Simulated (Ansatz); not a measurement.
**Changed inputs in constrained RPA: NaNiO2 (R-3m)**

Aim: hold the target of a cRPA run on NaNiO2 (R-3m) and move one thing at a time.

Calculated with Ansatz 0.2.0; constrained RPA on LDA, plane waves, PAW.

**1. The starting structure**

Symmetry: R-3m, No. 166, trigonal system. The conventional cell has a = 2.945 Å, b = 2.945 Å, c = 15.519 Å, α = 90.00°, β = 90.00°, γ = 120.00°. Nearest to Na lie 6 O at 2.33 Å. Ni has 6 O at 1.97 Å nearest. Nearest to O lie 3 Ni at 1.97 Å and 3 Na at 2.33 Å. Farther neighbours and most contacts between anions are not listed.

The cell and positions are those that the Materials Project relaxed with its own functionals (PBE, PBE+U or r2SCAN), kept fixed. The program's search for lower electronic states was switched off, so nothing shows that the state found is the lowest. The default PAW set here is soft_2. Its files were made with PBE.

**2. Base: Ni eg, bands v1 to c1, 8×8×8 mesh, medium accuracy**

Constrained RPA screens the interaction with every transition except those inside the target bands, which a later many-body model would treat itself.

The input, input.yaml:

```yaml
crystal:
  lattice:
    - [-2.29235892, -4.37491838, 2.29235892]
    - [-2.29235892, -2.29235892, 4.37491838]
    - [-4.37491838, -2.29235892, 2.29235892]
  atoms:
    - { symbol: Na, position: [0.5, 0.5, 0.5] }
    - { symbol: Ni, position: [0.0, 0.0, 0.0] }
    - { symbol: O, position: [0.26896567, 0.26896567, 0.26896567] }
    - { symbol: O, position: [0.73103433, 0.73103433, 0.73103433] }
kpoints:
  mp_grid: { grid: [8, 8, 8] }
hamiltonian:
  xc: lda
scf:
  occupations: { method: gaussian, width: 0.08 }
  n_extra_bands: 19
  max_iter: 150
  lower_state_search: "off"
output:
  crpa:
    kmesh: [8, 8, 8]
    target_bands: [v1, c1]
    projections: [{ species: Ni, l: d, shell: 3, orbitals: [dz2, dx2-y2] }]
  local_orbitals:
    kmesh: [8, 8, 8]
    orbitals: [{ species: Ni, l: d, shell: 3, orbitals: [dz2, dx2-y2] }]
    window: { bands: [v1, c1] }
    seedname: lo
```

Command:

```console
ansatz run input.yaml --threads 8 --pin off --max-ram 14745MiB --backend cpu --events-out ev --progress --plain --runs-dir out
```

Numbers of over 12 decimals in the logs are rounded to 6 here.

What it wrote:

```text
scf.n_extra_bands = 19 over 20 filled bands (N_el = 39.0): the run solves 39 bands
Engine: ansatz 0.2.0, aarch64-unknown-linux-gnu
Pseudopotentials: kind: paw
Pseudopotential: Na, paw, valence charge 9, recommended cutoff 420 eV (normal), Na.paw.azcp
Pseudopotential: Ni, paw, valence charge 18, recommended cutoff 420 eV (normal), Ni.paw.azcp
Pseudopotential: O, paw, valence charge 6, recommended cutoff 420 eV (normal), O.paw.azcp
Functional definition: SPW92
  exchange = slater_x
  correlation = pw_c
Crystal: 4 atoms, lattice volume = 38.858 Å³
Basis set: ecut = 420 eV, 755 PW (Γ)
Bands: 39, of which v1, the nominal top of the filled ones, is band 20 counted from 1 (19 counted from 0)
Symmetry: 12 space group operations
Space group: R-3m (ITA 166), of the structure as read, at distance tolerance 3.4e-5 Å
k-points: 65 of 512
Non-local potential: Na, projectors of the file, l = 0: 3, l = 1: 2, l = 2: 1
Non-local potential: Ni, projectors of the file, l = 0: 3, l = 1: 2, l = 2: 3, l = 3: 1
Non-local potential: O, projectors of the file, l = 0: 2, l = 1: 2, l = 2: 1
PAW form: soft (Blöchl's): semilocal exchange-correlation on the pseudo side does not see the compensation charge
PAW frozen core: Na, regenerated for the run's functional, and the local potential with it (the file was generated under x = pbe(κ = 0.804, μ = 0.219515), c = pbe(β = 0.066725))
PAW frozen core: Ni, regenerated for the run's functional, and the local potential with it (the file was generated under x = pbe(κ = 0.804, μ = 0.219515), c = pbe(β = 0.066725))
PAW frozen core: O, regenerated for the run's functional, and the local potential with it (the file was generated under x = pbe(κ = 0.804, μ = 0.219515), c = pbe(β = 0.066725))
PAW one-centre angular grid: Na, 110 points (default); XC on 64 Gauss nodes
PAW one-centre angular grid: Ni, 590 points (default); XC on 64 Gauss nodes
PAW one-centre angular grid: O, 110 points (default); XC on 64 Gauss nodes
Initial density: superposition of atomic densities (neutral atoms: chi_scale 0, normalization atom), corrected by the library's trained network
Initial wavefunctions: pseudopotential atomic-orbital guess
Functional: x = slater, c = lda
SCF iter   1: F=—  HF=-8350.076746 eV  |F-HF|=—  |Δ(HF+E_count)|=         —  Δρ=2.36e-2  dr2=1.52e-1  ethr=1.77e-3  ⟨swp⟩=5.4  Hψ=10747  notcnv=0  defer=409
preconditioner: auto → LDOS  [metal: Δε(μ)=0.037 eV  Ē_g=27.353 eV  σ=0.080 eV  W_gap=0.25  n_scr=16 (ndim 8)  ℏωp=32.1 eV  f_vac=0.063  D(μ)=5.63/eV (n_scr^D=98)  β→1.0]
SCF iter   2: F=—  HF=-8350.061913 eV  |F-HF|=—  |Δ(HF+E_count)|=   1.48e-2  Δρ=2.01e-2  dr2=7.56e-2  ethr=3.91e-4  ⟨swp⟩=2.0  Hψ=4428  notcnv=0  defer=845
[...]
SCF iter  10: F=-8350.029810 eV  HF=-8350.029810 eV  |F-HF|=1.27e-8  |Δ(HF+E_count)|=   1.36e-8  Δρ=7.09e-6  dr2=1.37e-8  ethr=2.56e-10  ⟨swp⟩=8.5  Hψ=11086  notcnv=0
SCF 1 converged in 10 iterations: F = -8350.029810 eV  dr2 = 1.37e-8
[...]
NSCF: frozen V_eff on 68 k-points
NSCF: frozen V_eff on 65 k-points
[...]
cRPA screening: q 1/512
cRPA screening: q 2/512
cRPA screening: q 8/512 (q-point 3)
cRPA screening: q 14/512 (q-point 4)
cRPA screening: q 20/512 (q-point 5)
cRPA screening: q 23/512 (q-point 10)
cRPA screening: q 29/512 (q-point 11)
cRPA screening: q 41/512 (q-point 12)
cRPA screening: q 53/512 (q-point 13)
cRPA screening: q 65/512 (q-point 14)
[...]
cRPA screening: q 494/512 (q-point 222)
cRPA screening: q 500/512 (q-point 229)
cRPA screening: q 506/512 (q-point 230)
cRPA screening: q 512/512 (q-point 293)
SCF converged after 10 iterations
Free energy (F): -8350.029810 eV
Harris-Foulkes:  -8350.029810 eV  (|F-HF|=1.27e-8)
Internal energy: -8350.010692 eV  (E = F + TS)
E sigma→0 (E₀):  -8350.020251 eV
Entropy (-TS):   -0.019117 eV (-4.779 meV/atom)
Fermi energy:    10.181548 eV
--- Per-component energies (eV) ---
  E_band       = -579.441003
  E_kinetic    = 746.287228
  E_local      = -6222.122415  (includes V_loc(G=0)·N_el)
  E_nonlocal   = 853.536669
  E_hartree    = 2508.674368
  E_xc         = -267.267274
  E_vxc        = -344.985875  (∫ρ·V_xc dr)
  E_paw        = -2096.546687  (= ΣΔE_a)
  E_vpaw       = -629.503587  (= ΣTr[D̂ρ^β])
  E_aug_tail   = 0.005500  (compensation charges beyond the density's cutoff)
  E_ewald      = -3873.346935
  E_core_change = 0.768853  (= ΣΔE_core)
  E_smearing   = -0.019117  (= −TS)
  E_closure    = -0.000000  (closes the sum)
  Σ components = -8350.029810   (vs F -8350.029810, Δ=0.00e0)
--- Band table (eV; the first three rows and the last of 65) ---
  k-point 0: bands = [... 16 lower, 7.8000, 7.8000, 8.7118, 10.8365, 10.8365, 13.2823, 17.2521, 19.3162, ... 15 higher]
  k-point 1: bands = [... 16 lower, 8.1169, 8.3263, 8.8056, 10.4374, 10.7452, 13.9848, 17.8513, 19.5474, ... 15 higher]
  k-point 2: bands = [... 16 lower, 8.1495, 8.5500, 8.8338, 9.9411, 10.6383, 15.4679, 18.7349, 20.1651, ... 15 higher]
  k-point 64: bands = [... 16 lower, 7.8026, 7.8026, 8.8364, 10.8848, 10.8848, 15.2051, 15.9990, 18.8634, ... 15 higher]
--- cRPA (band scheme, projected local orbitals): target bands 20..21 (1-based), 2 Wannier function(s), 8×8×8 mesh, 42 bands' worth read of 47 solved, ecut_chi 136.0 eV, v(q+G=0) probe_charge, pair densities all_electron ---
  χ-basis size per q: N_G = 130..147
  window electrons = 1.0000, filled by tetrahedron_uncorrected; constrained ε̄⁻¹(q = 0, 0) head = 0.157129; min gauge Gram eig = 0.4139
  Kanamori averages over each shell's own Wannier functions (sites counted from 0, functions from 1):
    Site 1, 3D, 2 of 5 d orbitals (Wannier functions 1, 2; wannier90's mr 1, 4):
      screened: U = 2.2539 eV, U' = 1.5197 eV, J = 0.3671 eV
      screened, to within: U = 4.3e-3 eV, U' = 4.3e-3 eV, J = 4.7e-4 eV
      bare: V = 14.6754 eV, V' = 13.3115 eV, J = 0.6819 eV
  Hermiticity witness max|P − P†| over intra, direct and exchange elements: 7.11e-15 eV (screened), 3.55e-24 eV (bare)
  Reality witness max|Im| over intra, direct and exchange elements: 1.09e-20 eV (screened), 2.79e-20 eV (bare)
```

It took 13 min on 8 threads of Arm Neoverse V2, shared host; peak memory 0.96 GiB; 1.6 h of CPU time.

Reading the cycles: dr2 is the Hartree energy of the density residual (eV), the measure of convergence; HF is the Harris–Foulkes estimate of the energy, which meets the free energy F at convergence.

This step gave:

* U: 2.254 eV
* U prime (inter-orbital): 1.520 eV
* J: 0.3671 eV
* bare V: 14.68 eV
* bare J: 0.6819 eV
* stated bound on U: 0.004273 eV
* U over bare V: 0.1536
* electrons in the window: 1.0000
* head of the constrained inverse dielectric matrix: 0.1571
* least eigenvalue of the projection's overlap: 0.4139
* target functions: 2
* bands in the sums: 42
* r.m.s. miss of the model bands: 0.001197 eV
* width of the target bands: 1.154 eV
* weight of the projected orbitals in the window: 0.5205

On the Ni eg shell, screening brings the on-site interaction from 14.7 eV down to U = 2.25 eV.

**3. Changed: 6×6×6 mesh**

input.yaml: that of step 2 with these lines changed.

```diff
@@ -21,9 +21,4 @@
   crpa:
-    kmesh: [8, 8, 8]
+    kmesh: [6, 6, 6]
     target_bands: [v1, c1]
     projections: [{ species: Ni, l: d, shell: 3, orbitals: [dz2, dx2-y2] }]
-  local_orbitals:
-    kmesh: [8, 8, 8]
-    orbitals: [{ species: Ni, l: d, shell: 3, orbitals: [dz2, dx2-y2] }]
-    window: { bands: [v1, c1] }
-    seedname: lo
```

What it wrote:

```text
[...]
Crystal: 4 atoms, lattice volume = 38.858 Å³
Basis set: ecut = 420 eV, 755 PW (Γ)
Bands: 39, of which v1, the nominal top of the filled ones, is band 20 counted from 1 (19 counted from 0)
[... 1 set-up line as in the run before ...]
[...]
k-points: 65 of 512
[...]
SCF iter   1: F=—  HF=-8350.076746 eV  |F-HF|=—  |Δ(HF+E_count)|=         —  Δρ=2.36e-2  dr2=1.52e-1  ethr=1.77e-3  ⟨swp⟩=5.4  Hψ=10747  notcnv=0  defer=409
[...]
SCF iter  10: F=-8350.029810 eV  HF=-8350.029810 eV  |F-HF|=1.27e-8  |Δ(HF+E_count)|=   1.36e-8  Δρ=7.09e-6  dr2=1.37e-8  ethr=2.56e-10  ⟨swp⟩=8.5  Hψ=11086  notcnv=0
SCF 1 converged in 10 iterations: F = -8350.029810 eV  dr2 = 1.37e-8
[...]
NSCF: frozen V_eff on 32 k-points
[...]
cRPA screening: q 1/216
cRPA screening: q 2/216
cRPA screening: q 8/216 (q-point 3)
cRPA screening: q 14/216 (q-point 4)
cRPA screening: q 17/216 (q-point 8)
[...]
SCF converged after 10 iterations
Free energy (F): -8350.029810 eV
[...]
Internal energy: -8350.010692 eV  (E = F + TS)
E sigma→0 (E₀):  -8350.020251 eV
Entropy (-TS):   -0.019117 eV (-4.779 meV/atom)
Fermi energy:    10.181548 eV
[...]
--- Band table (eV; the first three rows and the last of 65) ---
  k-point 0: bands = [... 16 lower, 7.8000, 7.8000, 8.7118, 10.8365, 10.8365, 13.2823, 17.2521, 19.3162, ... 15 higher]
  k-point 1: bands = [... 16 lower, 8.1169, 8.3263, 8.8056, 10.4374, 10.7452, 13.9848, 17.8513, 19.5474, ... 15 higher]
  k-point 2: bands = [... 16 lower, 8.1495, 8.5500, 8.8338, 9.9411, 10.6383, 15.4679, 18.7349, 20.1651, ... 15 higher]
  k-point 64: bands = [... 16 lower, 7.8026, 7.8026, 8.8364, 10.8848, 10.8848, 15.2051, 15.9990, 18.8634, ... 15 higher]
[...]
χ-basis size per q: N_G = 130..146
[...]
Site 1, 3D, 2 of 5 d orbitals (Wannier functions 1, 2; wannier90's mr 1, 4):
      screened: U = 2.2487 eV, U' = 1.5145 eV, J = 0.3671 eV
      screened, to within: U = 3.8e-3 eV, U' = 3.8e-3 eV, J = 4.7e-4 eV
      bare: V = 14.6920 eV, V' = 13.3279 eV, J = 0.6821 eV
[...]
```

Elapsed: 2.6 min, on 8 threads; peak memory 0.73 GiB.

Numbers from this step:

- U: 2.249 eV
- U prime (inter-orbital): 1.515 eV
- J: 0.3671 eV
- bare V: 14.69 eV
- bare J: 0.6821 eV
- stated bound on U: 0.003767 eV
- U over bare V: 0.1531
- electrons in the window: 1.000
- head of the constrained inverse dielectric matrix: 0.1534
- least eigenvalue of the projection's overlap: 0.4139
- target functions: 2
- bands in the sums: 42
- width of the target bands: 1.154 eV
- weight of the projected orbitals in the window: 0.5205

On the Ni eg shell, screening brings the on-site interaction from 14.7 eV down to U = 2.25 eV.

**4. Changed: 4×4×4 mesh**

input.yaml: that of step 3 with these lines changed.

```diff
@@ -21,3 +21,3 @@
   crpa:
-    kmesh: [6, 6, 6]
+    kmesh: [4, 4, 4]
     target_bands: [v1, c1]
```

What it wrote:

```text
[...]
Crystal: 4 atoms, lattice volume = 38.858 Å³
Basis set: ecut = 420 eV, 755 PW (Γ)
Bands: 39, of which v1, the nominal top of the filled ones, is band 20 counted from 1 (19 counted from 0)
[... 1 set-up line as in the run before ...]
[...]
k-points: 65 of 512
[...]
k-point 64: bands = [... 16 lower, 7.8026, 7.8026, 8.8364, 10.8848, 10.8848, 15.2051, 15.9990, 18.8634, ... 15 higher]
[...]
χ-basis size per q: N_G = 130..146
[...]
Site 1, 3D, 2 of 5 d orbitals (Wannier functions 1, 2; wannier90's mr 1, 4):
      screened: U = 2.3320 eV, U' = 1.5950 eV, J = 0.3685 eV
      screened, to within: U = 4.3e-3 eV, U' = 4.3e-3 eV, J = 4.7e-4 eV
      bare: V = 14.7899 eV, V' = 13.4240 eV, J = 0.6830 eV
[...]
[key lines of the parts left out:]
SCF converged after 10 iterations
Free energy (F): -8350.029810 eV
Fermi energy:    10.181548 eV
```

Elapsed: 18 s, on 8 threads; peak memory 0.62 GiB; 2.1 min of CPU time.

This step gave:

```
U                                                 : 2.332 eV
U prime (inter-orbital)                           : 1.595 eV
J                                                 : 0.3685 eV
bare V                                            : 14.79 eV
bare J                                            : 0.6830 eV
stated bound on U                                 : 0.004282 eV
U over bare V                                     : 0.1577
electrons in the window                           : 1.0000
head of the constrained inverse dielectric matrix : 0.1544
least eigenvalue of the projection's overlap      : 0.4139
target functions                                  : 2
bands in the sums                                 : 42
width of the target bands                         : 1.154 eV
weight of the projected orbitals in the window    : 0.5205
```

On the Ni eg shell, screening brings the on-site interaction from 14.8 eV down to U = 2.33 eV.

**5. Changed: spin-orbit coupling, which the program doesn't serve**

This step: constrained RPA on LDA with spin-orbit coupling, plane waves, PAW.

input.yaml: that of step 4 with these lines changed.

```diff
@@ -19,5 +19,8 @@
   lower_state_search: "off"
+magnetization:
+  noncollinear: true
+  spin_orbit: true
 output:
   crpa:
-    kmesh: [4, 4, 4]
+    kmesh: [8, 8, 8]
     target_bands: [v1, c1]
```

What it wrote:

```text
Error: output.crpa with magnetization.noncollinear: true — the cRPA pipeline runs scalar-band solve channels only (unpolarised or collinear) — spinor oscillator elements are not implemented; use a collinear or unpolarised deck, or drop the output.crpa: request
```

Elapsed: 0.03 s, on 8 threads; peak memory 0.031 GiB.

The program refused the input before any cycle.

The program's message: “Error: output.crpa with magnetization.noncollinear: true — the cRPA pipeline runs scalar-band solve channels only (unpolarised or collinear) — spinor oscillator elements are not implemented; use a col …”

The fault put into this input: spin-orbit coupling, which the program doesn't serve.

**6. Changed: volume +3 %**

This step: constrained RPA on LDA, plane waves, PAW.

The cell differs from the one that the last finished run ended in (a 5.445 → 5.499 Å, b 5.445 → 5.499 Å, c 5.445 → 5.499 Å).

input.yaml: that of step 5 with these lines changed.

```diff
@@ -2,5 +2,5 @@
   lattice:
-    - [-2.29235892, -4.37491838, 2.29235892]
-    - [-2.29235892, -2.29235892, 4.37491838]
-    - [-4.37491838, -2.29235892, 2.29235892]
+    - [-2.3150570191, -4.4182372208, 2.3150570191]
+    - [-2.3150570191, -2.3150570191, 4.4182372208]
+    - [-4.4182372208, -2.3150570191, 2.3150570191]
   atoms:
@@ -19,5 +19,2 @@
   lower_state_search: "off"
-magnetization:
-  noncollinear: true
-  spin_orbit: true
 output:
@@ -27 +24,6 @@
     projections: [{ species: Ni, l: d, shell: 3, orbitals: [dz2, dx2-y2] }]
+  local_orbitals:
+    kmesh: [8, 8, 8]
+    orbitals: [{ species: Ni, l: d, shell: 3, orbitals: [dz2, dx2-y2] }]
+    window: { bands: [v1, c1] }
+    seedname: lo
```

What it wrote:

```text
[...]
Crystal: 4 atoms, lattice volume = 40.024 Å³
Basis set: ecut = 420 eV, 773 PW (Γ)
Bands: 39, of which v1, the nominal top of the filled ones, is band 20 counted from 1 (19 counted from 0)
[... 1 set-up line as in the run before ...]
[...]
k-points: 65 of 512
[...]
k-point 64: bands = [... 16 lower, 7.3981, 7.3981, 8.3741, 10.3531, 10.3531, 14.5732, 15.2870, 18.3354, ... 15 higher]
[...]
χ-basis size per q: N_G = 139..156
[...]
Site 1, 3D, 2 of 5 d orbitals (Wannier functions 1, 2; wannier90's mr 1, 4):
      screened: U = 2.1865 eV, U' = 1.4650 eV, J = 0.3608 eV
      screened, to within: U = 4.5e-3 eV, U' = 4.5e-3 eV, J = 4.7e-4 eV
      bare: V = 14.5473 eV, V' = 13.1921 eV, J = 0.6776 eV
[...]
[key lines of the parts left out:]
SCF converged after 10 iterations
Free energy (F): -8349.955390 eV
Fermi energy:    9.664368 eV
```

Run time: 13 min. Hardware: 8 threads; peak memory 1 GiB; 1.7 h of CPU time.

Numbers from this step:

* U: 2.187 eV
* U prime (inter-orbital): 1.465 eV
* J: 0.3608 eV
* bare V: 14.55 eV
* bare J: 0.6776 eV
* stated bound on U: 0.004412 eV
* U over bare V: 0.1503
* electrons in the window: 1.000
* head of the constrained inverse dielectric matrix: 0.1538
* least eigenvalue of the projection's overlap: 0.4147
* target functions: 2
* bands in the sums: 42
* r.m.s. miss of the model bands: 0.001201 eV
* width of the target bands: 1.129 eV
* weight of the projected orbitals in the window: 0.5210

On the Ni eg shell, screening brings the on-site interaction from 14.5 eV down to U = 2.19 eV.

**7. Side by side**

Times are wall times on 8 threads of Arm Neoverse V2, shared host, good to a factor of about two.

```csv
run,bare V (eV),U (eV),J (eV),bound on U (eV),width (eV),time
target window,14.68,2.254,0.367,0.0043,1.15,13 min
6×6×6 mesh,14.69,2.249,0.367,0.0038,1.15,2.6 min
4×4×4 mesh,14.79,2.332,0.369,0.0043,1.15,18 s
volume +3 %,14.55,2.187,0.361,0.0044,1.13,13 min
```

**8. Outcome**

| Property | Result |
| --- | --- |
| target window | U 2.25 eV, J 0.37 eV |
| 6×6×6 mesh | U 2.25 eV, J 0.37 eV |
| 4×4×4 mesh | U 2.33 eV, J 0.37 eV |
| volume +3 % | U 2.19 eV, J 0.36 eV |

6×6×6 mesh moves U by −0.01 eV (within the solver's bounds, for the mean over orbitals) at 0.20 times the time. 4×4×4 mesh moves U by +0.08 eV at 0.023 times the time. Volume +3 % moves U by −0.07 eV. The printed bound covers the solver alone, not the mesh, and no denser mesh than the base was run. The parent state is non-magnetic and the interaction static (zero frequency); U depends on the window and the orbitals, so it belongs to this model alone.

[Paths, hosts, dates, memory and timing lines, banners, echoed tables and standing remarks are left out of the program output.]

[Logs are printed without paths, hosts, clocks, repeated set-up lines and the standing remarks that a program may print on its own settings, such as how far it seeks lower states.]

[Runs of the session that timed out or met a known fault of the program may be left out.]

[Hosts, paths, dates, database ids (printed as entryN), source tags and the programs' standing remarks are cut or masked in the printed files.]
